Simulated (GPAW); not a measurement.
# In2O2 monolayer: work function by functional and basis, part 2 of 2

Aim: the work function of both faces of In2O2 monolayer, and its spread over functionals and bases. Where a layer proves gapped, the work function hangs on where the smearing puts the Fermi level, and the band edges take its place.

GPAW 26.7.0; GPAW, PAW setups; layer in a repeated cell with vacuum, relaxation of atoms and in-plane cell (the session's first sound run).

So far, upper work function (eV): step 3 (plane waves, PBE) 6.29; step 4 (GPAW, PAW setups) 6.88; step 5 (RPBE) 6.10.

### Step 6. OptPBE vdW: xc = "optPBE-vdW"

Level of this step: GPAW, PAW setups; slab in vacuum (GPAW).

The same geometry under optPBE-vdW, to see how far the functional moves the levels against the vacuum (the van der Waals functionals take revPBE setups).

run.py reads:

```python
import json
import numpy as np
from ase import Atoms
from gpaw import GPAW, PW

slab = Atoms(
    ['O', 'In', 'In', 'O'],
    positions=[
        [-0.00000, 1.96175, 9.00000],
        [-0.00000, 0.00000, 9.81929],
        [-0.00000, 0.00000, 12.66619],
        [-0.00000, 1.96175, 13.48548]],
    cell=[[3.39784, -0.0, 0.0], [-1.69892, 2.94262, 0.0], [0.0, 0.0, 22.4855]],
    pbc=[True, True, False])

slab.calc = GPAW(mode=PW(500), xc='optPBE-vdW', kpts={'size': (12, 12, 1), 'gamma': True},
                 occupations={'name': 'fermi-dirac', 'width': 0.05}, nbands='160%',
                 convergence={'density': 1e-05}, maxiter=200,
                 poissonsolver={'dipolelayer': 'xy'},
                 symmetry={'tolerance': 1e-3}, txt='slab.txt')
result = {}
energy = slab.get_potential_energy()
fermi = slab.calc.get_fermi_level()
v = slab.calc.get_electrostatic_potential().mean((0, 1)) - fermi
n = slab.calc.get_pseudo_density().mean((0, 1))
L = slab.cell[2, 2]
z = np.arange(len(v)) * L / len(v)
low, high = slab.positions[:, 2].min(), slab.positions[:, 2].max()
below, above = np.interp([low - 6.8, high + 6.8], z, v)
slopes = [np.interp(x, z, np.gradient(v, z)) for x in (low - 6.8, high + 6.8)]
eps = np.array([[slab.calc.get_eigenvalues(k, s) for k in range(len(slab.calc.get_ibz_k_points()))]
                for s in range(slab.calc.get_number_of_spins())]) - fermi
top, bottom = eps[eps < 0].max(), eps[eps > 0].min()
dipole = slab.get_dipole_moment()[2]
print(f'energy {energy:.4f} eV, Fermi level {fermi:.4f} eV, dipole {dipole:.5f} e A')
print(f'potential 6.8 A off the faces, from the Fermi level: lower {below:.4f} eV, upper {above:.4f} eV')
print(f'slope of the potential there: lower {slopes[0]:.5f}, upper {slopes[1]:.5f} eV/A')
print(f'nearest levels on the mesh: {top:.4f} and {bottom:.4f} eV')
print('magnetic moment', round(slab.get_magnetic_moment(), 3))
result.update(energy=energy, fermi=fermi, dipole=dipole, below=below, above=above, slopes=slopes, edges=[top, bottom],
              z=z.tolist(), v=v.tolist(), n=n.tolist(), positions=slab.positions.tolist(),
              forces=slab.get_forces(apply_constraint=False).tolist(), moments=slab.get_magnetic_moments().tolist())
json.dump(result, open('result.json', 'w'))
```

Launch:

```console
OMP_NUM_THREADS=1 OPENBLAS_NUM_THREADS=1 python run.py
```

Log:

```text
energy -54.0873 eV, Fermi level -2.9738 eV, dipole -0.00034 e A
potential 6.8 A off the faces, from the Fermi level: lower 6.5440 eV, upper 6.5484 eV
slope of the potential there: lower -0.00042, upper 0.00042 eV/A
nearest levels on the mesh: -0.3043 and 0.2052 eV
magnetic moment 0.0
```

It took 29 s on 1 thread of AMD EPYC 9B45 (Zen 5), shared host; peak memory 0.46 GiB.

This step gave:

```
levels nearest the Fermi level on the mesh : -0.3043, 0.2052 eV from the Fermi level
upper work function                        : 6.548 eV
lower work function                        : 6.544 eV
upper ionisation energy                    : 6.853 eV
```

The electrostatic potential energy of an electron (without an applied field's), less the Fermi level, planar mean by z:

z (Å), electrostatic potential energy of an electron (without an applied field's), less the Fermi level, planar mean (eV) and a bar from the least value:
```
      0.0        6.5 ##############################
      0.5        6.5 ##############################
      1.0        6.5 ##############################
      1.5        6.5 ##############################
      2.0        6.5 ##############################
      2.5        6.5 ##############################
      3.0        6.5 ##############################
      3.5        6.5 ##############################
      4.0        6.5 ##############################
      4.5        6.5 ##############################
      5.0        6.5 ##############################
      5.5        6.5 ##############################
      6.0        6.5 ##############################
      6.5        6.5 ##############################
      7.0        6.5 ##############################
      7.5        6.4 ##############################
      8.0        5.7 #############################
      8.5        2.1 ########################
      9.0      -10.4 ########
      9.5      -14.4 ###
     10.0      -16.1 
     10.5       -3.7 #################
     11.0        1.9 ########################
     11.5        1.8 ########################
     12.0       -4.0 ################
     12.5      -16.3 
     13.0      -14.1 ###
     13.5      -10.2 ########
     14.0        2.3 ########################
     14.5        5.8 #############################
     15.0        6.4 ##############################
     15.5        6.5 ##############################
     16.0        6.5 ##############################
     16.5        6.5 ##############################
     17.0        6.5 ##############################
     17.5        6.5 ##############################
     18.0        6.5 ##############################
     18.5        6.5 ##############################
     19.0        6.5 ##############################
     19.5        6.5 ##############################
     20.0        6.5 ##############################
     20.5        6.5 ##############################
     21.0        6.5 ##############################
     21.5        6.5 ##############################
     22.0        6.5 ##############################
```

The highest filled level lies 0.304 eV under the Fermi level, so the ionisation energy from the upper face is 6.548 + 0.304 = 6.853 eV, against 6.576 eV in the base run.

### Step 7. Self-consistent run: xc = "revPBE"

The same geometry under revPBE, to see how far the functional moves the levels against the vacuum.

Changes to run.py since step 6:

```diff
@@ -15,3 +15,3 @@
 
-slab.calc = GPAW(mode=PW(500), xc='optPBE-vdW', kpts={'size': (12, 12, 1), 'gamma': True},
+slab.calc = GPAW(mode=PW(500), xc='revPBE', kpts={'size': (12, 12, 1), 'gamma': True},
                  occupations={'name': 'fermi-dirac', 'width': 0.05}, nbands='160%',
```

Log:

```text
energy -18.3023 eV, Fermi level -2.6116 eV, dipole -0.00034 e A
potential 6.8 A off the faces, from the Fermi level: lower 6.1113 eV, upper 6.1158 eV
slope of the potential there: lower -0.00041, upper 0.00041 eV/A
nearest levels on the mesh: -0.3112 and 0.2180 eV
magnetic moment 0.0
```

The job ended after 25 s (1 thread; peak memory 0.27 GiB).

This step gave:

| Quantity | Value |
| --- | --- |
| levels nearest the Fermi level on the mesh | -0.3112, 0.2180 eV from the Fermi level |
| upper work function | 6.116 eV |
| lower work function | 6.111 eV |
| upper ionisation energy | 6.427 eV |

The highest filled level lies 0.311 eV under the Fermi level, so the ionisation energy from the upper face is 6.116 + 0.311 = 6.427 eV, against 6.576 eV in the base run.

### Step 8. Self-consistent run: xc = "LDA"

The same geometry under LDA, to see how far the functional moves the levels against the vacuum.

Changes to run.py since step 7:

```diff
@@ -15,3 +15,3 @@
 
-slab.calc = GPAW(mode=PW(500), xc='revPBE', kpts={'size': (12, 12, 1), 'gamma': True},
+slab.calc = GPAW(mode=PW(500), xc='LDA', kpts={'size': (12, 12, 1), 'gamma': True},
                  occupations={'name': 'fermi-dirac', 'width': 0.05}, nbands='160%',
```

Log:

```text
energy -22.2284 eV, Fermi level -3.2086 eV, dipole -0.00034 e A
potential 6.8 A off the faces, from the Fermi level: lower 6.7156 eV, upper 6.7201 eV
slope of the potential there: lower -0.00041, upper 0.00041 eV/A
nearest levels on the mesh: -0.2510 and 0.1461 eV
magnetic moment 0.0
```

Elapsed: 23 s, on 1 thread; peak memory 0.26 GiB.

Numbers from this step:

```yaml
levels_nearest_the_fermi_level_on_the_mesh: -0.2510, 0.1461 eV from the Fermi level
upper_work_function: 6.720 eV
lower_work_function: 6.716 eV
```

The highest filled level lies 0.251 eV under the Fermi level, so the ionisation energy from the upper face is 6.720 + 0.251 = 6.971 eV, against 6.576 eV in the base run.

### Step 9. Real-space grid: mode = "fd"

A real-space grid is a second complete basis, so it checks the plane-wave result.

Changes to run.py since step 8:

```diff
@@ -3,3 +3,3 @@
 from ase import Atoms
-from gpaw import GPAW, PW
+from gpaw import GPAW
 
@@ -15,3 +15,3 @@
 
-slab.calc = GPAW(mode=PW(500), xc='LDA', kpts={'size': (12, 12, 1), 'gamma': True},
+slab.calc = GPAW(mode='fd', h=0.18, xc='PBE', kpts={'size': (12, 12, 1), 'gamma': True},
                  occupations={'name': 'fermi-dirac', 'width': 0.05}, nbands='160%',
```

Log:

```text
energy -20.8369 eV, Fermi level -6.2787 eV, dipole -0.00034 e A
potential 6.8 A off the faces, from the Fermi level: lower 6.2765 eV, upper 6.2810 eV
slope of the potential there: lower -0.00000, upper 0.00000 eV/A
nearest levels on the mesh: -0.3003 and 0.2026 eV
magnetic moment 0.0
```

Wall time 91 s (1 thread); peak memory 0.6 GiB.

This step gave:

| Item | Value |
| --- | --- |
| dipole along the normal | -3.38e-4 e·Å |
| levels nearest the Fermi level on the mesh | -0.3003, 0.2026 eV from the Fermi level |
| upper work function | 6.281 eV |
| lower work function | 6.277 eV |
| upper ionisation energy | 6.581 eV |

The electrostatic potential energy of an electron (without an applied field's), less the Fermi level, planar mean by z:

| z (Å) | electrostatic potential energy of an electron (without an applied field's), less the Fermi level, planar mean (eV) |
| --- | --- |
| 0 | 6.28 |
| 1 | 6.28 |
| 2 | 6.28 |
| 3 | 6.28 |
| 4 | 6.28 |
| 5 | 6.28 |
| 6 | 6.28 |
| 7 | 6.25 |
| 8 | 5.54 |
| 9 | -10.4 |
| 10 | -16.1 |
| 11 | 1.94 |
| 12 | -3.98 |
| 13 | -14.2 |
| 14 | 2.18 |
| 15 | 6.15 |
| 16 | 6.28 |
| 17 | 6.28 |
| 18 | 6.28 |
| 19 | 6.28 |
| 20 | 6.28 |
| 21 | 6.28 |
| 22 | 6.28 |

The highest filled level lies 0.300 eV under the Fermi level, so the ionisation energy from the upper face is 6.281 + 0.300 = 6.581 eV, against 6.576 eV in the base run.

### Step 10. Atomic orbitals: mode = "lcao"

Atom-centred orbitals end a few angstrom from the surface, which tests how much the density's tail matters.

Changes to run.py since step 9:

```diff
@@ -15,4 +15,4 @@
 
-slab.calc = GPAW(mode='fd', h=0.18, xc='PBE', kpts={'size': (12, 12, 1), 'gamma': True},
-                 occupations={'name': 'fermi-dirac', 'width': 0.05}, nbands='160%',
+slab.calc = GPAW(mode='lcao', basis='dzp', h=0.18, xc='PBE', kpts={'size': (12, 12, 1), 'gamma': True},
+                 occupations={'name': 'fermi-dirac', 'width': 0.05}, nbands='120%',
                  convergence={'density': 1e-05}, maxiter=200,
```

Log:

```text
energy -18.0940 eV, Fermi level -6.4021 eV, dipole -0.00034 e A
potential 6.8 A off the faces, from the Fermi level: lower 6.3999 eV, upper 6.4044 eV
slope of the potential there: lower 0.00000, upper 0.00000 eV/A
nearest levels on the mesh: -0.3371 and 0.2251 eV
magnetic moment 0.0
```

Wall time 64 s (1 thread); peak memory 0.26 GiB.

Numbers from this step:

```
levels nearest the Fermi level on the mesh : -0.3371, 0.2251 eV from the Fermi level
upper work function                        : 6.404 eV
lower work function                        : 6.400 eV
upper ionisation energy                    : 6.741 eV
```

Electrostatic potential energy of an electron (without an applied field's), less the Fermi level, planar mean against z:

| z (Å) | electrostatic potential energy of an electron (without an applied field's), less the Fermi level, planar mean (eV) |
| --- | --- |
| 0 | 6.40 |
| 1 | 6.40 |
| 2 | 6.40 |
| 3 | 6.40 |
| 4 | 6.40 |
| 5 | 6.40 |
| 6 | 6.40 |
| 7 | 6.39 |
| 8 | 5.70 |
| 9 | -10.6 |
| 10 | -16.3 |
| 11 | 1.86 |
| 12 | -4.06 |
| 13 | -14.4 |
| 14 | 2.24 |
| 15 | 6.31 |
| 16 | 6.40 |
| 17 | 6.40 |
| 18 | 6.40 |
| 19 | 6.40 |
| 20 | 6.40 |
| 21 | 6.40 |
| 22 | 6.40 |

The highest filled level lies 0.337 eV under the Fermi level, so the ionisation energy from the upper face is 6.404 + 0.337 = 6.741 eV, against 6.576 eV in the base run.

### Step 11. The ladder

Times are for 1 thread of AMD EPYC 9B45 (Zen 5), shared host. Results by setting:

| no. | run | upper work function (eV) | lower work function (eV) | time | memory (GiB) |
| --- | --- | --- | --- | --- | --- |
| 1 | pw | 6.290 | 6.286 | 23 s | 0.27 |
| 2 | vdW DF2 | 6.884 | 6.879 | 80 s | 0.47 |
| 3 | RPBE | 6.103 | 6.099 | 25 s | 0.26 |
| 4 | optPBE vdW | 6.548 | 6.544 | 29 s | 0.46 |
| 5 | revPBE | 6.116 | 6.111 | 25 s | 0.27 |
| 6 | LDA | 6.720 | 6.716 | 23 s | 0.26 |
| 7 | fd | 6.281 | 6.277 | 91 s | 0.6 |
| 8 | lcao | 6.404 | 6.400 | 64 s | 0.26 |

### Step 12. Side by side

Results and costs are gathered.

This step: comparison of work functions, dipole and cost (GPAW 26.7.0).

Ladder, by row:

| step | code | work function, upper (eV) | work function, lower (eV) | dipole (e Å) | wall time (s) | peak memory (GiB) | threads |
| --- | --- | --- | --- | --- | --- | --- | --- |
| pw | GPAW | 6.29 | 6.286 | -3.36e-4 | 23.4 | 0.27 | 1 |
| vdW-DF2 | GPAW | 6.884 | 6.879 | -3.36e-4 | 80.15 | 0.47 | 1 |
| RPBE | GPAW | 6.103 | 6.099 | -3.36e-4 | 25.32 | 0.26 | 1 |
| optPBE-vdW | GPAW | 6.548 | 6.544 | -3.36e-4 | 28.99 | 0.46 | 1 |
| revPBE | GPAW | 6.116 | 6.111 | -3.36e-4 | 24.6 | 0.27 | 1 |
| LDA | GPAW | 6.72 | 6.716 | -3.36e-4 | 22.56 | 0.26 | 1 |
| fd | GPAW | 6.281 | 6.277 | -3.38e-4 | 91.47 | 0.6 | 1 |
| lcao | GPAW | 6.404 | 6.4 | -3.38e-4 | 64.33 | 0.26 | 1 |

### Step 13. A changed run

One more run, with changed settings.

This step: GPAW, PAW setups; slab in vacuum (GPAW 26.7.0).

Changes to run.py since step 10:

```diff
@@ -3,3 +3,3 @@
 from ase import Atoms
-from gpaw import GPAW
+from gpaw import GPAW, PW
 
@@ -15,5 +15,5 @@
 
-slab.calc = GPAW(mode='lcao', basis='dzp', h=0.18, xc='PBE', kpts={'size': (12, 12, 1), 'gamma': True},
-                 occupations={'name': 'fermi-dirac', 'width': 0.05}, nbands='120%',
-                 convergence={'density': 1e-05}, maxiter=200,
+slab.calc = GPAW(mode=PW(500), xc='PBE', kpts={'size': (12, 12, 1), 'gamma': True},
+                 occupations={'name': 'fermi-dirac', 'width': 0.05}, nbands='100%',
+                 convergence={'density': 1e-05}, maxiter=100,
                  poissonsolver={'dipolelayer': 'xy'},
```

Log:

```text
ValueError: zero-size array to reduction operation minimum which has no identity
```

Wall time 19 s (1 thread); peak memory 0.24 GiB.

The run ended with an error.

The program's message: “ValueError: zero-size array to reduction operation minimum which has no identity”

The change that led to it: nbands = "100 % of the filled bands".

### Step 14. Results

- work function, both faces (Fermi level placed in the gap by the smearing): 6.29 eV
- ionisation energy from the upper face (highest filled level on the mesh): 6.58 eV
- electron affinity from the upper face (lowest empty Kohn-Sham level on the mesh): 6.10 eV
- dipole along the normal: -3.4e-4 e Å, near the numerical noise

With plane waves and PBE the ionisation energy from the upper face is 6.58 eV and the Kohn-Sham electron affinity 6.10 eV. The levels nearest the Fermi level on the mesh lie 0.476 eV apart, so the slab is gapped there: the smearing puts the Fermi level inside the gap, and from either face the ionisation energy is the work function plus 0.29 eV. Both are Kohn-Sham levels on the mesh, and semilocal gaps are too small, so the affinity tends to come out too large and the ionisation energy too small. Work functions of a gapped slab move with the place of the Fermi level in the gap; over the runs without a planted fault the highest filled level on the mesh lies 6.42 (RPBE) to 7.18 eV (vdW-DF2) under the upper vacuum level. The starting lattice was a guess from atomic radii; the relaxation moved it by 3 %. The small printed dipole stands for a step of 6.1 meV from the lower to the upper face, and the probes find 4.5 meV; values this small are near the numerical noise of both. The layer's cell and atoms come from the relaxation; spin-orbit coupling and temperature are left out.

[Logs are printed without paths, hosts, clocks, repeated set-up lines and the standing remarks that a program may print on its own settings, such as how far it seeks lower states.]

[Hosts, paths, dates, database ids (printed as entryN), source tags and the programs' standing remarks are cut or masked in the printed files.]
